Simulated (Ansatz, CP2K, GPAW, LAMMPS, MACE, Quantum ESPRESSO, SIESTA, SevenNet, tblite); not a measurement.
## Amorphous Ge (61 atoms): runs against a plane-wave reference

Density of this cell: 5.38 g/cm³. The cell holds 61 atoms: 61 Ge. Cell: a = 11.099 Å, b = 11.099 Å, c = 11.099 Å, α = 90.0°, β = 90.0°, γ = 90.0°. 61 atoms (61 Ge) placed at random at 5.38 g/cm³, melted at 3500 K for 10 ps at fixed volume with the Tersoff potential (Tersoff, Phys. Rev. B 39, 5566 (1989)). Quenched from 3500 K to 100 K at 5 K/ps and fixed volume, held 5 ps, then minimised at fixed cell.

Geometry: as built.

The reference, a calculation:

* method: Kohn-Sham DFT, PBE, SSSP efficiency 1.3.0 pseudopotentials, plane waves (Quantum ESPRESSO 7.5); sssp-pbe-1.3.0-efficiency, cutoffs 45/360 Ry, Γ point
* r.m.s. force component: 0.2246 eV/Å
* longest force: 0.8539 eV/Å
* pressure: 5.213 GPa
* time: 2.5 min on 4 MPI ranks of Arm Neoverse V2, shared host
* CPU time: 10 min

Runs, in no order:
A. GPAW RPBE, LCAO dzp, h 0.2 Å: Kohn-Sham DFT, RPBE, PAW, atomic orbitals (dzp)
B. QE PBE+D3(BJ), sssp-1.3.0-efficiency, 45/360 Ry: Kohn-Sham DFT, PBE+D3(BJ), SSSP efficiency 1.3.0 pseudopotentials, plane waves
C. CP2K PBE, TZV2P-MOLOPT (SR for Ge), 350/50 Ry, diagonalisation: Kohn-Sham DFT, PBE, GTH-PBE pseudopotentials, Gaussian and plane waves, TZV2P-MOLOPT-GTH, diagonalisation
D. SevenNet l3i5 potential: machine-learned interatomic potential SevenNet l3i5, trained on PBE(+U) plane-wave data

**Question.** Rank the runs by how far their forces lie from the reference's, least first.

B, C, A, D.

```
                                                              run  Δ force, r.m.s. (meV/Å)  share of r.m.s. force (%)  CPU time
               B. QE PBE+D3(BJ), sssp-1.3.0-efficiency, 45/360 Ry                     8.82                       3.93    10 min
C. CP2K PBE, TZV2P-MOLOPT (SR for Ge), 350/50 Ry, diagonalisation                     17.5                       7.81   1.9 min
                                  A. GPAW RPBE, LCAO dzp, h 0.2 Å                     62.4                       27.8   2.6 min
                                       D. SevenNet l3i5 potential                      195                       86.8       7 s
```

Machine-learned potentials mimic data converged in k, so the reference's own k-point error enters their differences. The network of bonds at the start is that of the classical potential that made the cell, and needn't be the one that DFT or experiment would give. The electronic-structure runs sample only Γ, in a cell whose shortest periodic width is 11 Å, which is coarse for a cell with partly filled levels.

[Logs are printed without paths, hosts, clocks, repeated set-up lines and the standing remarks that a program may print on its own settings, such as how far it seeks lower states.]

[Hosts, paths, dates, database ids (printed as entryN), source tags and the programs' standing remarks are cut or masked in the printed files.]
